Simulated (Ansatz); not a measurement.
# What NaSnF3 (model cell, started as cubic perovskite with Sn in the octahedra) distorts into

Aim: this structure of NaSnF3 (model cell, started as cubic perovskite with Sn in the octahedra) is to be tested for unstable modes, and one is followed downhill.

Calculated with Ansatz 0.2.0; DFT LDA, scalar-relativistic, plane waves, PAW; PAW set soft_1.

The structure was built from a prototype and need not be the compound's stable phase.

## 1. The structure

The structure is cubic, space group Pm-3m (No. 221). The conventional cell has a = 4.550 Å, b = 4.550 Å, c = 4.550 Å, α = 90.00°, β = 90.00°, γ = 90.00°. Nearest to Na lie 12 F at 3.22 Å. Nearest to Sn lie 6 F at 2.27 Å. Nearest to F lie 2 Sn at 2.27 Å. Farther neighbours and most contacts between anions are not listed.

## 2. The dispersion

The cell comes from relaxations at this level that are not shown. Stability and thermal properties need the whole zone. Linear response on a 2×2×2 q mesh gives force constants as far as a supercell of that size would, and the tensors from the zone-centre run are typed in so that the long-range dipole term is interpolated apart.

The input, input.yaml:

```yaml
crystal:
  lattice:
    - [4.549909941, 0.0, 0.0]
    - [0.0, 4.549909941, 0.0]
    - [0.0, 0.0, 4.549909941]
  atoms:
    - { symbol: Na, position: [0.0, 0.0, 0.0] }
    - { symbol: Sn, position: [0.5, 0.5, 0.5] }
    - { symbol: F, position: [0.5, 0.5, 0.0] }
    - { symbol: F, position: [0.5, 0.0, 0.5] }
    - { symbol: F, position: [0.0, 0.5, 0.5] }
kpoints:
  mp_grid: { grid: [12, 12, 12] }
hamiltonian:
  xc: lda
  pseudopotentials: { kind: paw, azcp: { folder: soft_1 }, xc_functional: pbe }
scf:
  occupations: { method: fixed }
output:
  eigenvalues: true
phonons:
  method: dfpt
  qmesh: [2, 2, 2]
  temperatures: { t_max: 1000, t_step: 50 }
  qpath:
    path:
      - [[0.0, 0.0, 0.0], [0.0, 0.5, 0.0], [0.5, 0.5, 0.0], [0.0, 0.0, 0.0], [0.5, 0.5, 0.5], [0.0, 0.5, 0.0]]
      - [[0.5, 0.5, 0.5], [0.5, 0.5, 0.0]]
    npoints: 10
  non_analytic_term:
    high_frequency_dielectric_tensor: [[4.0829, 0.0, 0.0], [0.0, 4.0829, 0.0], [0.0, 0.0, 4.0829]]
    born_effective_charges:
      - { species: Na, tensor: [[1.2732, 0.0, 0.0], [0.0, 1.2732, 0.0], [0.0, 0.0, 1.2732]] }
      - { species: Sn, tensor: [[3.4305, 0.0, 0.0], [0.0, 3.4305, 0.0], [0.0, 0.0, 3.4305]] }
      - { species: F, tensor: [[-0.2891, 0.0, 0.0], [0.0, -0.2891, 0.0], [0.0, 0.0, -4.1255]] }
      - { species: F, tensor: [[-0.2891, 0.0, 0.0], [0.0, -4.1255, 0.0], [0.0, 0.0, -0.2891]] }
      - { species: F, tensor: [[-4.1255, 0.0, 0.0], [0.0, -0.2891, 0.0], [0.0, 0.0, -0.2891]] }
    source: "zone-centre run at this cell"
```

Run with:

```console
$ ansatz run input.yaml --threads 4 --pin off --max-ram 16384MiB --backend cpu --events-out ev --progress --plain --runs-dir out
```

Numbers of over 12 decimals in the logs are rounded to 6 here.

Output:

```text
Engine: ansatz 0.2.0, aarch64-unknown-linux-gnu
Pseudopotentials: kind: paw
Pseudopotential: Na, paw, valence charge 9, recommended cutoff 420 eV (normal), soft_1/Na.paw.azcp
Pseudopotential: Sn, paw, valence charge 14, recommended cutoff 420 eV (normal), soft_1/Sn.paw.azcp
Pseudopotential: F, paw, valence charge 7, recommended cutoff 420 eV (normal), soft_1/F.paw.azcp
Functional definition: SPW92
  exchange = slater_x
  correlation = pw_c
Crystal: 5 atoms, lattice volume = 94.191 Å³
Basis set: ecut = 420 eV, 1839 PW (Γ), exchange–correlation on 64×64×64 points (8 copies of the dense FFT grid, shifted against one another)
Bands: 27, of which v1, the nominal top of the filled ones, is band 22 counted from 1 (21 counted from 0)
Symmetry: 48 space group operations
k-points: 84 of 1728
Non-local potential: Na, projectors of the file, l = 0: 3, l = 1: 2, l = 2: 1
Non-local potential: Sn, projectors of the file, l = 0: 2, l = 1: 2, l = 2: 2, l = 3: 1
Non-local potential: F, projectors of the file, l = 0: 2, l = 1: 2, l = 2: 1
PAW form: soft (Blöchl's): semilocal exchange-correlation on the pseudo side does not see the compensation charge
PAW frozen core: Na, regenerated for the run's functional, and the local potential with it (the file was generated under x = pbe(κ = 0.804, μ = 0.219515), c = pbe(β = 0.066725))
PAW frozen core: Sn, regenerated for the run's functional, and the local potential with it (the file was generated under x = pbe(κ = 0.804, μ = 0.219515), c = pbe(β = 0.066725))
PAW frozen core: F, regenerated for the run's functional, and the local potential with it (the file was generated under x = pbe(κ = 0.804, μ = 0.219515), c = pbe(β = 0.066725))
PAW one-centre angular grid: Na, 110 points (default); XC on 64 Gauss nodes
PAW one-centre angular grid: Sn, 590 points (default); XC on 64 Gauss nodes
PAW one-centre angular grid: F, 110 points (default); XC on 64 Gauss nodes
Initial density: superposition of atomic densities (chi_scale 0.1, normalization cell, long waves kept (reshape's long-wave potential 0.04 eV rms))
Initial wavefunctions: pseudopotential atomic-orbital guess
Functional: x = slater, c = lda
SCF iter   1: F=—  HF=-9734.843057 eV  |F-HF|=—  |Δ(HF+E_count)|=         —  Δρ=1.44e-1  dr2=1.59e1  ethr=3.10e-3  ⟨swp⟩=4.3  Hψ=9029  notcnv=0  defer=224
preconditioner: auto → Resta (q_TF=auto, 2.403 Å⁻¹)  ε∞=5.6  [insulator: Δε(μ)=0.011 eV  Ē_g=7.984 eV  n_scr=26 (ndim 8)  ℏωp=17.1 eV  f_vac=0.072  ε∞_Penn≈5.6]
SCF iter   2: F=—  HF=-9730.531059 eV  |F-HF|=—  |Δ(HF+E_count)|=    4.31e0  Δρ=5.58e-2  dr2=1.98e0  ethr=3.10e-3  ⟨swp⟩=3.1  Hψ=5782  notcnv=0  defer=197
SCF iter   3: F=—  HF=-9730.041442 eV  |F-HF|=—  |Δ(HF+E_count)|=   4.90e-1  Δρ=2.00e-2  dr2=5.33e-1  ethr=3.10e-3  ⟨swp⟩=2.0  Hψ=3930  notcnv=0  defer=145
SCF iter   4: F=—  HF=-9729.822917 eV  |F-HF|=—  |Δ(HF+E_count)|=   2.19e-1  Δρ=5.50e-3  dr2=5.63e-2  ethr=1.21e-3  ⟨swp⟩=2.6  Hψ=4180  notcnv=0  defer=241
SCF iter   5: F=—  HF=-9729.799384 eV  |F-HF|=—  |Δ(HF+E_count)|=   2.35e-2  Δρ=1.69e-3  dr2=3.33e-3  ethr=1.28e-4  ⟨swp⟩=3.0  Hψ=5038  notcnv=0  defer=244
SCF iter   6: F=—  HF=-9729.800128 eV  |F-HF|=—  |Δ(HF+E_count)|=   7.44e-4  Δρ=4.64e-4  dr2=1.72e-4  ethr=7.57e-6  ⟨swp⟩=2.4  Hψ=3283  notcnv=0  defer=245
SCF iter   7: F=—  HF=-9729.800167 eV  |F-HF|=—  |Δ(HF+E_count)|=   3.86e-5  Δρ=1.13e-4  dr2=1.24e-5  ethr=3.92e-7  ⟨swp⟩=2.0  Hψ=4165  notcnv=0  defer=241
SCF iter   8: F=—  HF=-9729.800172 eV  |F-HF|=—  |Δ(HF+E_count)|=   5.52e-6  Δρ=4.21e-5  dr2=2.19e-6  ethr=2.82e-8  ⟨swp⟩=2.0  Hψ=4000  notcnv=0  defer=91
SCF iter   9: F=—  HF=-9729.800172 eV  |F-HF|=—  |Δ(HF+E_count)|=   4.34e-7  Δρ=9.55e-6  dr2=1.52e-7  ethr=4.97e-9  ⟨swp⟩=2.0  Hψ=3437  notcnv=0  defer=87
SCF iter  10: F=—  HF=-9729.800172 eV  |F-HF|=—  |Δ(HF+E_count)|=   3.62e-8  Δρ=3.12e-6  dr2=8.46e-9  ethr=3.46e-10  ⟨swp⟩=3.0  Hψ=4464  notcnv=0  defer=87
SCF iter  11: F=—  HF=-9729.800172 eV  |F-HF|=—  |Δ(HF+E_count)|=   5.23e-9  Δρ=2.41e-6  dr2=3.44e-9  ethr=1.92e-11  ⟨swp⟩=2.0  Hψ=3697  notcnv=0  defer=87
SCF iter  12: F=—  HF=-9729.800172 eV  |F-HF|=—  |Δ(HF+E_count)|=  4.97e-10  Δρ=2.60e-7  dr2=5.57e-11  ethr=7.83e-12  ⟨swp⟩=2.0  Hψ=2959  notcnv=0  defer=87
SCF iter  13: F=-9729.800172 eV  HF=-9729.800172 eV  |F-HF|=0.00e0  |Δ(HF+E_count)|=  5.82e-11  Δρ=5.03e-8  dr2=1.61e-12  ethr=1.00e-12  ⟨swp⟩=13.0  Hψ=13231  notcnv=0
SCF 1 converged in 13 iterations: F = -9729.800172 eV  dr2 = 1.61e-12
  greatest PAW one-centre occupation: 0.999 electrons in one spin orbital (limit 2), on the Na atom at site 0 (counted from 0), in its partial waves of l = 0
NSCF: frozen V_eff on 84 k-points
NSCF: frozen V_eff on 343 k-points
DFPT response loops at q = (0, 0, 0) (fractional): preconditioner auto → none (the input reference at scf.mixing.eps_inf says where Resta's filter doesn't serve); β = 0.50; Broyden in place of MSR1
NSCF: frozen V_eff on 686 k-points
DFPT response loops at q = (0, 0, -0.5) (fractional): mixed as the last ones told, above
NSCF: frozen V_eff on 686 k-points
DFPT response loops at q = (0, -0.5, -0.5) (fractional): mixed as the last ones told, above
NSCF: frozen V_eff on 686 k-points
DFPT response loops at q = (-0.5, -0.5, -0.5) (fractional): mixed as the last ones told, above
SCF converged after 13 iterations
Free energy (F): -9729.800172 eV
Harris-Foulkes:  -9729.800172 eV  (|F-HF|=0.00e0)
Internal energy: -9729.800172 eV  (E = F + TS)
E sigma→0 (E₀):  -9729.800172 eV
Fermi energy:    5.735087 eV
--- Per-component energies (eV) ---
  E_band       = -513.096714
  E_kinetic    = 868.950391
  E_local      = -4791.218673  (includes V_loc(G=0)·N_el)
  E_nonlocal   = 695.984792
  E_hartree    = 1887.266340
  E_xc         = -387.277534
  E_vxc        = -420.823956  (∫ρ·V_xc dr)
  E_paw        = -5072.263814  (= ΣΔE_a)
  E_vpaw       = -640.524476  (= ΣTr[D̂ρ^β])
  E_aug_tail   = 0.002497  (compensation charges beyond the density's cutoff)
  E_ewald      = -2932.149706
  E_core_change = 0.905536  (= ΣΔE_core)
  E_smearing   = -0.000000  (= −TS)
  E_closure    = 0.000000  (closes the sum)
  Σ components = -9729.800172   (vs F -9729.800172, Δ=0.00e0)
--- Band table (eV; the first three rows and the last of 84) ---
  k-point 0: bands = [... 18 lower, -0.3025, -0.3025, -0.3025, -0.0703, 6.1678, 10.3164, 10.3164, 10.3164, ... 1 higher]
  k-point 1: bands = [... 18 lower, -0.3087, -0.3069, -0.3069, 0.2783, 6.2146, 10.0334, 10.3186, 10.3186, ... 1 higher]
  k-point 2: bands = [... 18 lower, -0.3250, -0.3155, -0.3155, 0.8530, 6.3362, 9.5246, 10.3254, 10.3254, ... 1 higher]
  k-point 83: bands = [... 18 lower, 0.0624, 0.0624, 0.0624, 5.7351, 7.2550, 7.2550, 7.2550, 8.1187, ... 1 higher]
--- Phonons (Γ-DFPT): 4 representative perturbations + reference (Σ response iterations 12) ---
  ASR residual: 4.542e-5 → 0.000e0 eV/Å²; symmetrization residual: 5.996e-6 eV/Å²
  ASR residual per site (eV/Å²): 4.54e-5 1.80e-5 2.79e-5 2.79e-5 2.79e-5
  Γ frequencies (cm⁻¹): -192.85 -192.85 -192.85 -99.82 -99.82 -99.82 -95.00 -95.00 -95.00 0.00 0.00 0.00 155.83 155.83 155.83
--- Phonons (arbitrary-q DFPT): 4 irreducible q on the 2×2×2 mesh ---
  q = [0.0000, 0.0000, 0.0000] (star 1, of the zone-centre solve; hermiticity 3.00e-6, symmetrization 3.71e-12): -192.85 -192.85 -192.85 -99.82 -99.82 -99.82 -95.00 -95.00 -95.00 -0.00 -0.00 0.00 155.83 155.83 155.83
  q = [0.0000, 0.0000, -0.5000] (star 3, 9 solved perturbations in 2646 linear systems a pass and spin channel, the states on 343 of 1728 k-point pairs; hermiticity 5.34e-7, symmetrization 2.68e-8): -164.33 -164.33 -124.55 -124.55 -94.54 -85.15 -54.85 -54.85 45.03 45.03 81.23 134.17 134.17 190.41 394.59
  q = [0.0000, -0.5000, -0.5000] (star 3, 9 solved perturbations in 2646 linear systems a pass and spin channel, the states on 343 of 1728 k-point pairs; hermiticity 4.16e-7, symmetrization 4.20e-9): -137.76 -137.76 -127.15 -115.32 -86.96 -79.86 -79.86 51.31 51.31 109.18 118.18 190.56 190.56 336.32 391.29
  q = [-0.5000, -0.5000, -0.5000] (star 1, 4 solved perturbations in 931 linear systems a pass and spin channel, the states on 343 of 1728 k-point pairs; hermiticity 7.51e-8, symmetrization 9.47e-10): -132.55 -132.55 -132.55 -127.63 -127.63 -127.63 150.06 150.06 150.06 167.24 167.24 167.24 336.14 336.14 377.56
  sum rule: each row above includes the acoustic sum rule's correction from the zone centre's row sums; it moved no ω² by more than (0.73 cm⁻¹)²
  mesh force constants: q→R imaginary residual 7.94e-18; ASR residual 4.542e-5 → 0.000e0 eV/Å²; symmetrization residual 7.105e-15 eV/Å²
  interpolated dispersion: 63 rows × 15 modes
  density of states and harmonic sums: on the 14×14×14 q-mesh, interpolated from the force constants of a 2×2×2 supercell (with the dipole–dipole term of supplied tensors)
  largest difference from the sums on the solved wave vectors: F 1.68e-1 eV, S 2.45e-4 and C_V 7.75e-5 eV/K
  zero-point energy: 0.082040 eV/cell   skipped modes (ω ≤ 0): 846, of them read as no rigid motion or as one in doubt: 843 (6.974e0 modes/cell left out, lowest -192.85 cm⁻¹)   left out of the sums: 4.65e-1 of the cell's modes: C_V's classical limit lies that fraction below 3 k_B per atom; for a crystal, a wire or a layer, F and S can be off by more, and a phonons.interpolated_qmesh denser along its periods is the remedy for the sampling
```

The job ended after 6.3 min (4 threads of Arm Neoverse V2, shared host; peak memory 2.1 GiB).

Reading the cycles: dr2 is the Hartree energy of the density residual (eV), the measure of convergence; HF is the Harris–Foulkes estimate of the energy, which meets the free energy F at convergence.

This step gave:

```yaml
gap_on_the_k_mesh: 0.4327 eV
volume_per_atom: 18.84 Å³
sum_rule_residual_before_enforcement: 4.54e-5 eV/Å²
lowest_frequency_on_the_path: -192.9 cm⁻¹
point_group: m-3m
highest_frequency_on_the_path_or_at_a_solved_wavevector: 394.6 cm⁻¹
highest_optical_mode_at_the_zone_centre_no_lo_to_term: 155.8 cm⁻¹
lowest_optical_zone_centre_mode: -192.8 cm⁻¹
lowest_mode_on_the_q_mesh_acoustic_modes_at_gamma_apart: -192.8 cm⁻¹
```

Frequencies (cm⁻¹) solved at each irreducible wavevector; negative means imaginary. Frequencies by wavevector, by row:

```tsv
q in reciprocal lattice units	star	mode 1	mode 2	mode 3	mode 4	mode 13	mode 14	mode 15
0 0 0	1	-192.8	-192.8	-192.8	-99.8	155.8	155.8	155.8
0 0 -0.5	3	-164.3	-164.3	-124.5	-124.5	134.2	190.4	394.6
0 -0.5 -0.5	3	-137.8	-137.8	-127.2	-115.3	190.6	336.3	391.3
-0.5 -0.5 -0.5	1	-132.6	-132.6	-132.6	-127.6	336.1	336.1	377.6
```

Interpolated from a 2×2×2 q mesh, with the LO-TO term (at Γ the limit along the path; where Γ stands inside the path, tables give the limit on arrival). The phonon branches at the labelled points (cm⁻¹):

```tsv
point	branch 1	branch 2	branch 3	branch 4	branch 12	branch 13	branch 14	branch 15
Γ	-193	-193	-178	-100	80	156	156	375
halfway	-181	-181	-137	-109	136	148	148	385
X	-164	-164	-125	-125	134	134	190	395
halfway	-146	-135	-126	-114	143	190	250	387
M	-138	-138	-127	-115	191	191	336	391
halfway	-167	-149	-110	-110	140	148	222	366
Γ	-193	-193	-178	-100	80	156	156	375
halfway	-141	-141	-116	-106	144	226	226	350
R	-132	-132	-132	-128	167	336	336	378
halfway	-131	-127	-123	-121	186	230	260	378
X	-164	-164	-125	-125	134	134	190	395
jump to R	-132	-132	-132	-128	167	336	336	378
halfway	-134	-134	-127	-116	183	239	336	381
M	-138	-138	-127	-115	191	191	336	391
```

Symmetry leaves 4 wavevectors to solve. The lowest mode among them, the acoustic zeros apart, lies at Γ and is imaginary, 192.8i cm⁻¹, so the energy falls along it.

## 3. The mode frozen in, largest atomic shift 0 Å

The mode followed lies at Γ with frequency 192.9i cm⁻¹ and is 3-fold degenerate, the softest among the wavevectors solved. At small amplitude the distorted cell has space group no. 99 by a symmetry search on the positions. The undistorted cell that holds it gives the zero of energy on the same k mesh.

input.yaml, the sections that differ from step 2:

```yaml
scf:
  occupations: { method: gaussian, width: 0.02 }
output:
  forces: true
  stress: true
  eigenvalues: true
# crystal, kpoints, hamiltonian: as in step 2
# phonons: removed
```

Output:

```text
[...]
Crystal: 5 atoms, lattice volume = 94.191 Å³
Basis set: ecut = 420 eV, 1839 PW (Γ)
Bands: 27, of which v1, the nominal top of the filled ones, is band 22 counted from 1 (21 counted from 0)
Symmetry: 48 space group operations
[...]
k-points: 84 of 1728
[...]
--- Band table (eV; the first three rows and the last of 84) ---
  k-point 0: bands = [... 18 lower, -0.3025, -0.3025, -0.3025, -0.0702, 6.1678, 10.3164, 10.3164, 10.3164]
  k-point 1: bands = [... 18 lower, -0.3087, -0.3069, -0.3069, 0.2783, 6.2147, 10.0334, 10.3186, 10.3186]
  k-point 2: bands = [... 18 lower, -0.3250, -0.3155, -0.3155, 0.8530, 6.3362, 9.5247, 10.3254, 10.3254]
  k-point 83: bands = [... 18 lower, 0.0624, 0.0624, 0.0624, 5.7351, 7.2551, 7.2551, 7.2551, 8.1186]
[key lines of the parts left out:]
SCF converged after 10 iterations
Free energy (F): -9729.800169 eV
Fermi energy:    5.951463 eV
P = ⅓ Tr σ = -0.0074 GPa (-0.074 kbar)
```

Elapsed: 3.5 s, on 4 threads; peak memory 0.45 GiB; 13 s of CPU time.

This step gave:

- pressure: -0.007401 GPa
- energy from the undistorted cell: 0 meV/atom

At this level the gap is 0.43 eV on the k-mesh of the self-consistent run, which can miss the band edges.

## 4. The mode frozen in, largest atomic shift 0.32 Å

The atoms are moved along the unstable eigenvector, the largest shift by 0.32 Å, with the cell fixed.

input.yaml, the sections that differ from step 3:

```yaml
crystal:
  lattice:
    - [4.549909941, 0.0, 0.0]
    - [0.0, 4.549909941, 0.0]
    - [0.0, 0.0, 4.549909941]
  atoms:
    - { symbol: Na, position: [0.0, -0.0275178542, 0.0] }
    - { symbol: Sn, position: [0.5, 0.4979613752, 0.5] }
    - { symbol: F, position: [0.5, 0.5581841571, 0.0] }
    - { symbol: F, position: [0.5, -0.0703310624, 0.5] }
    - { symbol: F, position: [0.0, 0.5581841571, 0.5] }
output:
  forces: true
  stress: true
  eigenvalues: true
  write_density: true
  write_potential: true
  elf: true
  volumetric_format: npy
# kpoints, hamiltonian, scf: as in step 3
```

Output:

```text
[...]
Crystal: 5 atoms, lattice volume = 94.191 Å³
Basis set: ecut = 420 eV, 1839 PW (Γ)
Bands: 27, of which v1, the nominal top of the filled ones, is band 22 counted from 1 (21 counted from 0)
Symmetry: 8 space group operations
[...]
k-points: 196 of 1728 (time reversal used)
[...]
k-point 0: bands = [... 18 lower, -0.3505, -0.3505, -0.2904, 0.6666, 6.3975, 9.9678, 9.9678, 10.3333, ... 1 higher]
  k-point 1: bands = [... 18 lower, -0.3652, -0.3585, -0.2737, 0.8133, 6.4229, 9.7199, 9.9747, 10.4105, ... 1 higher]
  k-point 2: bands = [... 18 lower, -0.3865, -0.3805, -0.2535, 1.1774, 6.4773, 9.3076, 9.9941, 10.5149, ... 1 higher]
  k-point 195: bands = [... 18 lower, -0.0606, -0.0606, 0.0358, 4.6047, 7.1842, 7.1842, 8.1084, 8.8687, ... 1 higher]
[key lines of the parts left out:]
SCF converged after 11 iterations
Free energy (F): -9729.946407 eV
Fermi energy:    5.376862 eV
P = ⅓ Tr σ = 0.3920 GPa (3.920 kbar)
```

Run time: 22 s. Hardware: 4 threads; peak memory 0.62 GiB.

Numbers from this step:

* pressure: 0.3920 GPa
* gap on the k-mesh: 1.545 eV
* energy from the undistorted cell: -29.25 meV/atom

The energy, extrapolated to zero smearing, is -29.25 meV/atom against the undistorted cell.

The run ends at a pressure of 0.39 GPa, with forces up to 1.2 eV/Å.

## 5. Energy along the mode, all amplitudes (two of the runs are shown above)

An imaginary frequency means negative curvature, so the energy should fall and then rise again as anharmonic terms take over.

This step gave:

* depth at the lowest point sampled: 29.25 meV/atom
* largest atomic shift at that point: 0.32 Å

Table of energy from the parent by largest atomic shift:

```tsv
largest atomic shift (Å)	energy from the parent (meV/atom)
0.000	0
0.040	-1.05
0.080	-4.06
0.140	-11.3
0.220	-22.6
0.320	-29.2
0.450	3.02
0.600	171
```

Displacement at unit largest shift by atom:

```tsv
atom	x (Å)	y (Å)	z (Å)	size
Na1	0.00	-0.39	0.00	0.39
Sn2	0.00	-0.03	0.00	0.03
F3	0.00	0.83	0.00	0.83
F4	0.00	-1.00	0.00	1.00
F5	0.00	0.83	0.00	0.83
```

The lowest of the steps tried is at 0.32 Å, 29.2 meV/atom below the parent; the bottom of the well need not coincide with a step.

(Part 1 of 3 ends here.)

[Logs are printed without paths, hosts, clocks, repeated set-up lines and the standing remarks that a program may print on its own settings, such as how far it seeks lower states.]

[Hosts, paths, dates, database ids (printed as entryN), source tags and the programs' standing remarks are cut or masked in the printed files.]
